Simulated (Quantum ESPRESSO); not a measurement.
# BP (F-43m): a volume series of phonon spectra, part 5 of 9

Aim: how the vibrations of BP shift with volume, and the expansion that follows.

Measurements to reproduce:
- volume expansion coefficient 9.6 1e-6/K near room temperature (given in “Thermal expansion coefficients of high thermal conducting BAs and BP materials (three times its linear coefficient)”, 2019, arxiv:1906.04101)

Quantum ESPRESSO 7.5; DFT PBE+D3(BJ), scalar-relativistic, plane waves, GBRV ultrasoft pseudopotentials.

So far. Step 4 (Ground state at this cell): On a basis chosen for the relaxed cell the pressure is -0.0070 GPa, small enough for phonons. Step 6 (Zone-centre response): The Born charges sum to zero within 0.0022 e; the rest is removed before use. Acoustic frequencies in this log differ from zero by the error of the sum rule, which ph.x does not impose.

## Step 7: Forces on a displaced cell

One atom (for the harmonic constants) or a pair of atoms (for the cubic ones) is moved by a few hundredths of an ångström; the forces on all atoms give a column of force constants. The threshold is tight because the forces are small.

System of this step: BP. The cell holds 54 atoms: 27 B and 27 P. Cell: a = 9.558 Å, b = 9.558 Å, c = 9.558 Å, α = 60.0°, β = 60.0°, γ = 60.0°. It derives from BP, repeated 3×3×3.

File disp-00002.in:

```
 &control
    calculation='scf',
    prefix='x',
    outdir='./tmp',
    pseudo_dir='./pseudo',
    tprnfor=.true.,
    disk_io='none',
 /
 &system
    ibrav=0,
    nat=54,
    ntyp=2,
    ecutwfc=40.0,
    ecutrho=240.0,
    occupations='fixed',
    nbnd=110,
    vdw_corr='grimme-d3',
    dftd3_version=4,
    dftd3_threebody=.false.,
 /
 &electrons
    conv_thr=1.0d-11,
    mixing_beta=0.7,
    electron_maxstep=100,
 /
ATOMIC_SPECIES
 B      10.8100  B.upf
 P      30.9738  P.upf
CELL_PARAMETERS angstrom
     0.000000000    6.758194689    6.758194689
     6.758194689    0.000000000    6.758194689
     6.758194689    6.758194689    0.000000000
ATOMIC_POSITIONS crystal
 B      0.000000000   0.000000000   0.000000000
 B      0.333333333   0.000000000   0.000000000
 B      0.666666667   0.000000000   0.000000000
 B      0.000000000   0.333333333   0.000000000
 B      0.333333333   0.333333333   0.000000000
 B      0.666666667   0.333333333   0.000000000
 B      0.000000000   0.666666667   0.000000000
 B      0.333333333   0.666666667   0.000000000
 B      0.666666667   0.666666667   0.000000000
 B      0.000000000   0.000000000   0.333333333
 B      0.333333333   0.000000000   0.333333333
 B      0.666666667   0.000000000   0.333333333
 B      0.000000000   0.333333333   0.333333333
 B      0.333333333   0.333333333   0.333333333
 B      0.666666667   0.333333333   0.333333333
 B      0.000000000   0.666666667   0.333333333
 B      0.333333333   0.666666667   0.333333333
 B      0.666666667   0.666666667   0.333333333
 B      0.000000000   0.000000000   0.666666667
 B      0.333333333   0.000000000   0.666666667
 B      0.666666667   0.000000000   0.666666667
 B      0.000000000   0.333333333   0.666666667
 B      0.333333333   0.333333333   0.666666667
 B      0.666666667   0.333333333   0.666666667
 B      0.000000000   0.666666667   0.666666667
 B      0.333333333   0.666666667   0.666666667
 B      0.666666667   0.666666667   0.666666667
 P      0.085425924   0.083333333   0.083333333
 P      0.416666667   0.083333333   0.083333333
 P      0.750000000   0.083333333   0.083333333
 P      0.083333333   0.416666667   0.083333333
 P      0.416666667   0.416666667   0.083333333
 P      0.750000000   0.416666667   0.083333333
 P      0.083333333   0.750000000   0.083333333
 P      0.416666667   0.750000000   0.083333333
 P      0.750000000   0.750000000   0.083333333
 P      0.083333333   0.083333333   0.416666667
 P      0.416666667   0.083333333   0.416666667
 P      0.750000000   0.083333333   0.416666667
 P      0.083333333   0.416666667   0.416666667
 P      0.416666667   0.416666667   0.416666667
 P      0.750000000   0.416666667   0.416666667
 P      0.083333333   0.750000000   0.416666667
 P      0.416666667   0.750000000   0.416666667
 P      0.750000000   0.750000000   0.416666667
 P      0.083333333   0.083333333   0.750000000
 P      0.416666667   0.083333333   0.750000000
 P      0.750000000   0.083333333   0.750000000
 P      0.083333333   0.416666667   0.750000000
 P      0.416666667   0.416666667   0.750000000
 P      0.750000000   0.416666667   0.750000000
 P      0.083333333   0.750000000   0.750000000
 P      0.416666667   0.750000000   0.750000000
 P      0.750000000   0.750000000   0.750000000
K_POINTS automatic
 3 3 3 0 0 0
```

Run with:

```console
$ OMP_NUM_THREADS=1 mpirun -n 4 pw.x -nk 4 -in disp-00002.in > disp-00002.out
```

The log of the run:

```text
[banner, memory and clock lines left out]
Program PWSCF v.7.5

     Message from routine setup:
     using ibrav=0 with symmetry is DISCOURAGED, use correct ibrav instead

     G-vector sticks info

     bravais-lattice index     =            0
     lattice parameter (alat)  =      18.0611  a.u.
     unit-cell volume          =    4165.9945 (a.u.)^3
     number of atoms/cell      =           54
     number of atomic types    =            2
     number of electrons       =       216.00
     number of Kohn-Sham states=          110
     kinetic-energy cutoff     =      40.0000  Ry
     charge density cutoff     =     240.0000  Ry
     scf convergence threshold =      1.0E-11
     mixing beta               =       0.7000
     number of iterations used =            8  plain     mixing
     Exchange-correlation=  SLA  PW   PBX  PBC
                           (   1   4   3   4   0   0   0)

     celldm(1)=  18.061115  celldm(2)=   0.000000  celldm(3)=   0.000000
     celldm(4)=   0.000000  celldm(5)=   0.000000  celldm(6)=   0.000000

     crystal axes: (cart. coord. in units of alat)
               a(1) = (   0.000000   0.707107   0.707107 )
               a(2) = (   0.707107   0.000000   0.707107 )
               a(3) = (   0.707107   0.707107   0.000000 )

     reciprocal axes: (cart. coord. in units 2 pi/alat)
               b(1) = ( -0.707107  0.707107  0.707107 )
               b(2) = (  0.707107 -0.707107  0.707107 )
               b(3) = (  0.707107  0.707107 -0.707107 )

     PseudoPot. # 1 for B  read from file:
     ./pseudo/B.upf
     Pseudo is Ultrasoft + core correction, Zval =  3.0
     Using radial grid of  781 points,  4 beta functions with:
                l(1) =   0
                l(2) =   0
                l(3) =   1
                l(4) =   1
     Q(r) pseudized with  8 coefficients,  rinner =    1.100   1.100   1.100

     PseudoPot. # 2 for P  read from file:
     ./pseudo/P.upf
     Pseudo is Ultrasoft + core correction, Zval =  5.0
     Using radial grid of  903 points,  6 beta functions with:
                l(1) =   0
                l(2) =   0
                l(3) =   1
                l(4) =   1
                l(5) =   2
                l(6) =   2
     Q(r) pseudized with  8 coefficients,  rinner =    1.300   1.300   1.300
                                                       1.300   1.300

     atomic species   valence    mass     pseudopotential
     B                 3.00    10.81000     B ( 1.00)
     P                 5.00    30.97380     P ( 1.00)

      2 Sym. Ops. (no inversion) found

   Cartesian axes

     site n.     atom                  positions (alat units)
         1        B      tau(   1) = (   0.0000000   0.0000000   0.0000000  )
         2        B      tau(   2) = (   0.0000000   0.2357023   0.2357023  )
         3        B      tau(   3) = (   0.0000000   0.4714045   0.4714045  )
         4        B      tau(   4) = (   0.2357023   0.0000000   0.2357023  )
         5        B      tau(   5) = (   0.2357023   0.2357023   0.4714045  )
         6        B      tau(   6) = (   0.2357023   0.4714045   0.7071068  )
         7        B      tau(   7) = (   0.4714045   0.0000000   0.4714045  )
         8        B      tau(   8) = (   0.4714045   0.2357023   0.7071068  )
         9        B      tau(   9) = (   0.4714045   0.4714045   0.9428090  )
        10        B      tau(  10) = (   0.2357023   0.2357023   0.0000000  )
        11        B      tau(  11) = (   0.2357023   0.4714045   0.2357023  )
        12        B      tau(  12) = (   0.2357023   0.7071068   0.4714045  )
        13        B      tau(  13) = (   0.4714045   0.2357023   0.2357023  )
        14        B      tau(  14) = (   0.4714045   0.4714045   0.4714045  )
        15        B      tau(  15) = (   0.4714045   0.7071068   0.7071068  )
        16        B      tau(  16) = (   0.7071068   0.2357023   0.4714045  )
[...]
20        B      tau(  20) = (   0.4714045   0.7071068   0.2357023  )
        21        B      tau(  21) = (   0.4714045   0.9428090   0.4714045  )
        22        B      tau(  22) = (   0.7071068   0.4714045   0.2357023  )
        23        B      tau(  23) = (   0.7071068   0.7071068   0.4714045  )
        24        B      tau(  24) = (   0.7071068   0.9428090   0.7071068  )
        25        B      tau(  25) = (   0.9428090   0.4714045   0.4714045  )
        26        B      tau(  26) = (   0.9428090   0.7071068   0.7071068  )
        27        B      tau(  27) = (   0.9428090   0.9428090   0.9428090  )
        28        P      tau(  28) = (   0.1178511   0.1193308   0.1193308  )
        29        P      tau(  29) = (   0.1178511   0.3535534   0.3535534  )
        30        P      tau(  30) = (   0.1178511   0.5892557   0.5892557  )
        31        P      tau(  31) = (   0.3535534   0.1178511   0.3535534  )
        32        P      tau(  32) = (   0.3535534   0.3535534   0.5892557  )
        33        P      tau(  33) = (   0.3535534   0.5892557   0.8249579  )
        34        P      tau(  34) = (   0.5892557   0.1178511   0.5892557  )
        35        P      tau(  35) = (   0.5892557   0.3535534   0.8249579  )
        36        P      tau(  36) = (   0.5892557   0.5892557   1.0606602  )
        37        P      tau(  37) = (   0.3535534   0.3535534   0.1178511  )
        38        P      tau(  38) = (   0.3535534   0.5892557   0.3535534  )
        39        P      tau(  39) = (   0.3535534   0.8249579   0.5892557  )
        40        P      tau(  40) = (   0.5892557   0.3535534   0.3535534  )
        41        P      tau(  41) = (   0.5892557   0.5892557   0.5892557  )
        42        P      tau(  42) = (   0.5892557   0.8249579   0.8249579  )
        43        P      tau(  43) = (   0.8249579   0.3535534   0.5892557  )
[...]
47        P      tau(  47) = (   0.5892557   0.8249579   0.3535534  )
        48        P      tau(  48) = (   0.5892557   1.0606602   0.5892557  )
        49        P      tau(  49) = (   0.8249579   0.5892557   0.3535534  )
        50        P      tau(  50) = (   0.8249579   0.8249579   0.5892557  )
        51        P      tau(  51) = (   0.8249579   1.0606602   0.8249579  )
        52        P      tau(  52) = (   1.0606602   0.5892557   0.5892557  )
        53        P      tau(  53) = (   1.0606602   0.8249579   0.8249579  )
        54        P      tau(  54) = (   1.0606602   1.0606602   1.0606602  )

     DFT-D3 Dispersion Correction (no 3-body):
       Reference C6 values for interpolation:

         atom   Coordination number   C6
         B          0.000           214.36
         B          0.971           150.74
[...]
Davidson diagonalization with overlap
     ethr =  6.38E-10,  avg # of iterations =  4.0

     total energy              =    -594.57637759 Ry
     estimated scf accuracy    <       0.00000042 Ry

     iteration # 12     ecut=    40.00 Ry     beta= 0.70
     Davidson diagonalization with overlap
     ethr =  1.93E-10,  avg # of iterations =  4.4

     total energy              =    -594.57637764 Ry
     estimated scf accuracy    <       0.00000019 Ry

     iteration # 13     ecut=    40.00 Ry     beta= 0.70
     Davidson diagonalization with overlap
     ethr =  8.64E-11,  avg # of iterations =  3.2

     total energy              =    -594.57637763 Ry
     estimated scf accuracy    <       0.00000011 Ry

     iteration # 14     ecut=    40.00 Ry     beta= 0.70
     Davidson diagonalization with overlap
     ethr =  5.05E-11,  avg # of iterations =  2.6

     total energy              =    -594.57637763 Ry
     estimated scf accuracy    <       0.00000002 Ry

     iteration # 15     ecut=    40.00 Ry     beta= 0.70
     Davidson diagonalization with overlap
     ethr =  8.48E-12,  avg # of iterations =  5.7

     total energy              =    -594.57637764 Ry
     estimated scf accuracy    <          1.6E-09 Ry

     iteration # 16     ecut=    40.00 Ry     beta= 0.70
     Davidson diagonalization with overlap
     ethr =  7.38E-13,  avg # of iterations =  4.9

     total energy              =    -594.57637764 Ry
     estimated scf accuracy    <          1.4E-09 Ry

     iteration # 17     ecut=    40.00 Ry     beta= 0.70
     Davidson diagonalization with overlap
     ethr =  6.42E-13,  avg # of iterations =  2.0

     total energy              =    -594.57637764 Ry
     estimated scf accuracy    <          9.9E-11 Ry

     iteration # 18     ecut=    40.00 Ry     beta= 0.70
     Davidson diagonalization with overlap
     ethr =  1.00E-13,  avg # of iterations =  4.9

     total energy              =    -594.57637764 Ry
     estimated scf accuracy    <          1.8E-11 Ry

     iteration # 19     ecut=    40.00 Ry     beta= 0.70
     Davidson diagonalization with overlap
     ethr =  1.00E-13,  avg # of iterations =  1.0

     End of self-consistent calculation

          k = 0.0000 0.0000 0.0000 ( 17933 PWs)   bands (ev):

    -6.1357  -4.1946  -4.1852  -4.1836  -4.1836  -4.1836  -4.1835  -4.1819
    -4.1732  -3.5059  -3.4986  -3.4976  -3.4976  -3.4967  -3.4893  -1.6201
    -1.6128  -1.6122  -1.6111  -1.6107  -1.6099  -1.6099  -1.6090  -1.6086
    -1.6076  -1.6070  -1.5999   1.5762   1.5902   1.5919   1.5922   1.5927
     1.5929   1.5929   1.5932   1.5936   1.5939   1.5956   1.6093   2.6800
     2.6838   2.6877   2.6878   2.6878   2.6878   2.6916   2.6954   3.0419
     3.0440   3.0486   3.0500   3.0504   3.0509   3.0509   3.0514   3.0518
     3.0533   3.0581   3.0600   3.8748   3.8807   3.8825   3.8826   3.8844
     3.8904   5.9449   5.9521   5.9530   5.9548   5.9554   5.9555   5.9555
     5.9556   5.9562   5.9580   5.9588   5.9657   6.3910   6.3949   6.3986
     6.3996   6.4002   6.4006   6.4006   6.4010   6.4017   6.4027   6.4066
     6.4107   7.9985   8.0156   8.0176   8.0179   8.0203   8.0206   8.0207
     8.0208   8.0209   8.0209   8.0211   8.0214   8.0237   8.0240   8.0263
     8.0438   9.5041   9.5098   9.5158  10.8810  10.8847

          k = 0.2357 0.2357-0.2357 ( 17766 PWs)   bands (ev):

    -5.9095  -5.2417  -4.3817  -4.3771  -4.3728  -4.1493  -4.1448  -4.1402
    -3.5873  -3.5834  -3.5795  -2.9955  -2.6480  -2.6446  -2.6413  -2.5045
    -2.5002  -2.4959  -1.6006  -1.5956  -1.5951  -1.5948  -1.5942  -1.5893
[...]
8.5170   8.5248   9.1475   9.1561  11.2431  11.2518

          k = 0.4714 0.0000-0.0000 ( 17798 PWs)   bands (ev):

[...]
8.5816   8.5845   8.5868   8.5874  10.7441  11.4187

          k =-0.0000-0.4714 0.4714 ( 17828 PWs)   bands (ev):

[...]
7.9444   8.2784   8.2786   9.1708  11.0871  12.0816

          k =-0.2357 0.2357 0.2357 ( 17766 PWs)   bands (ev):

[...]
8.5200   8.5245   9.1513   9.1564  11.2448  11.2501

          k = 0.2357 0.2357 0.2357 ( 17766 PWs)   bands (ev):

[...]
8.5172   8.5216   9.1472   9.1520  11.2452  11.2483

          k =-0.0000 0.4714 0.0000 ( 17798 PWs)   bands (ev):

[...]
8.5781   8.5838   8.5852   8.5930  10.7441  11.4186

          k =-0.0000-0.4714-0.4714 ( 17828 PWs)   bands (ev):

[...]
7.9444   8.2741   8.2830   9.1707  11.0872  12.0817

          k =-0.4714-0.0000-0.4714 ( 17828 PWs)   bands (ev):

[...]
7.9419   8.2773   8.2827   9.1670  11.0857  12.0817

          k = 0.4714 0.0000-0.4714 ( 17828 PWs)   bands (ev):

[...]
1.9493   1.9524   2.3767   2.3815   3.0361   3.0366   3.0395   3.0440
     3.5593   3.5640   3.6346   4.2255   4.2271   4.2303   4.2313   4.4851
     4.4903   4.5142   4.6210   4.6246   4.7512   4.8671   4.8697   5.1462
     5.1497   5.3153   5.3193   5.3213   5.3252   5.4234   5.4283   5.4472
     5.4504   5.4573   5.4587   5.4605   5.5450   5.5467   5.5479   5.5495
     6.1252   6.1279   6.2102   6.2161   6.3957   6.4026   6.5839   6.5864
     6.6748   6.6819   6.6830   6.6859   6.8731   7.2068   7.2101   7.2114
     7.2159   7.4363   7.4432   7.5444   7.8023   7.8108   7.8918   7.8993
     7.9472   8.2745   8.2797   9.1745  11.0885  12.0834

     highest occupied, lowest unoccupied level (ev):     9.5158   10.7441

!    total energy              =    -594.57637764 Ry
     estimated scf accuracy    <          9.3E-12 Ry

     The total energy is the sum of the following terms:
     one-electron contribution =     187.30189509 Ry
     hartree contribution      =      33.69328583 Ry
     xc contribution           =    -243.62245052 Ry
     ewald contribution        =    -570.63735940 Ry
     DFT-D3 Dispersion         =      -1.31174865 Ry

     convergence has been achieved in  19 iterations

     Forces acting on atoms (cartesian axes, Ry/au):

     atom    1 type  1   force =     0.00256619    0.00395001    0.00395001
     atom    2 type  1   force =    -0.00292842    0.00424510    0.00424510
     atom    3 type  1   force =    -0.00000069    0.00006644    0.00006644
     atom    4 type  1   force =    -0.00002489    0.00136311    0.00134320
     atom    5 type  1   force =    -0.00001830   -0.00009382   -0.00005612
     atom    6 type  1   force =     0.00001874   -0.00005602   -0.00009157
     atom    7 type  1   force =     0.00003119    0.00023741    0.00003772
     atom    8 type  1   force =     0.00000202   -0.00007627   -0.00007201
     atom    9 type  1   force =    -0.00002834    0.00003560    0.00023818
     atom   10 type  1   force =    -0.00002489    0.00134320    0.00136311
     atom   11 type  1   force =    -0.00001830   -0.00005612   -0.00009382
     atom   12 type  1   force =     0.00001874   -0.00009157   -0.00005602
     atom   13 type  1   force =    -0.00006973   -0.00002022   -0.00002022
     atom   14 type  1   force =     0.00000016   -0.00002342   -0.00002342
     atom   15 type  1   force =     0.00006937   -0.00002085   -0.00002085
     atom   16 type  1   force =    -0.00007202   -0.00000206    0.00001391
[...]
atom   47 type  2   force =    -0.00031615   -0.00034457    0.00027325
     atom   48 type  2   force =     0.00000005    0.00008298    0.00008331
     atom   49 type  2   force =     0.00000396   -0.00004191   -0.00004616
     atom   50 type  2   force =    -0.00000048    0.00002133    0.00004228
     atom   51 type  2   force =    -0.00000063    0.00004136    0.00002169
     atom   52 type  2   force =     0.00007604    0.00000680    0.00000680
     atom   53 type  2   force =    -0.00000063    0.00002142    0.00002142
     atom   54 type  2   force =    -0.00007589    0.00000757    0.00000757

     Total force =     0.020686     Total SCF correction =     0.000005
     Message from routine punch:
     Nothing written, as per user request (disk_io='none')
```

It took 10 min on 4 MPI ranks of Arm Neoverse V2, shared host.

This step gave:

```
gap on the k-mesh : 1.228 eV
```

Force (size) by element, in eV/Å:

```csv
element,atoms,mean,spread (r.m.s.),least,largest
B,27,0.018,0.043,0.000,0.172
P,27,0.027,0.087,0.001,0.467
```

The atoms with the largest values:

```
atom       x, y, z (Å)           force (eV/Å)
 P28  1.13, 1.14, 1.14  0.010, -0.330, -0.330
  B2  0.00, 2.25, 2.25   -0.075, 0.109, 0.109
  B1  0.00, 0.00, 0.00    0.066, 0.102, 0.102
  B4  2.25, 0.00, 2.25   -0.001, 0.035, 0.035
 B10  2.25, 2.25, 0.00   -0.001, 0.035, 0.035
 P29  1.13, 3.38, 3.38   -0.007, 0.022, 0.022
 P30  1.13, 5.63, 5.63    0.007, 0.022, 0.022
 P31  3.38, 1.13, 3.38   0.015, -0.016, 0.014
```

At this level the gap is 1.23 eV on the k-mesh of the self-consistent run, which can miss the band edges.

## Step 8: A displaced supercell

One atom (for the harmonic constants) or a pair of atoms (for the cubic ones) is moved by a few hundredths of an ångström; the forces on all atoms give a column of force constants. The threshold is tight because the forces are small.

disp-00001.in, as its differences from disp-00002.in of step 7:

```diff
@@ -33,3 +33,3 @@
 ATOMIC_POSITIONS crystal
- B      0.000000000   0.000000000   0.000000000
+ B      0.002092591   0.000000000   0.000000000
  B      0.333333333   0.000000000   0.000000000
@@ -60,3 +60,3 @@
  B      0.666666667   0.666666667   0.666666667
- P      0.085425924   0.083333333   0.083333333
+ P      0.083333333   0.083333333   0.083333333
  P      0.416666667   0.083333333   0.083333333
```

Run with:

```console
$ OMP_NUM_THREADS=1 mpirun -n 4 pw.x -nk 4 -in disp-00001.in > disp-00001.out
```

The log of the run:

```text
[banner, memory and clock lines left out]
Program PWSCF v.7.5

     Message from routine setup:
     using ibrav=0 with symmetry is DISCOURAGED, use correct ibrav instead

     G-vector sticks info

     bravais-lattice index     =            0
     lattice parameter (alat)  =      18.0611  a.u.
     unit-cell volume          =    4165.9945 (a.u.)^3
     number of atoms/cell      =           54
     number of atomic types    =            2
     number of electrons       =       216.00
[...]
atom    1 type  1   force =    -0.00043219   -0.01119805   -0.01119805
     atom    2 type  1   force =     0.00029524    0.00040850    0.00040850
     atom    3 type  1   force =    -0.00029248    0.00039159    0.00039159
[...]
atom   53 type  2   force =     0.00008973   -0.00001982   -0.00001982
     atom   54 type  2   force =     0.00000014   -0.00002295   -0.00002295

     Total force =     0.018554     Total SCF correction =     0.000001
     Message from routine punch:
     Nothing written, as per user request (disk_io='none')
[key lines of the parts left out:]
!    total energy              =    -594.57642123 Ry
convergence has been achieved in  17 iterations
```

The job ended after 12 min (4 MPI ranks).

(Part 5 of 9 ends here.)

[Logs are printed without paths, hosts, clocks, repeated set-up lines and the standing remarks that a program may print on its own settings, such as how far it seeks lower states.]

[Hosts, paths, dates, database ids (printed as entryN), source tags and the programs' standing remarks are cut or masked in the printed files.]

[A step with changed settings may run another functional than the one named; its input shows which.]

[Of the runs on displaced cells, only some may be shown.]
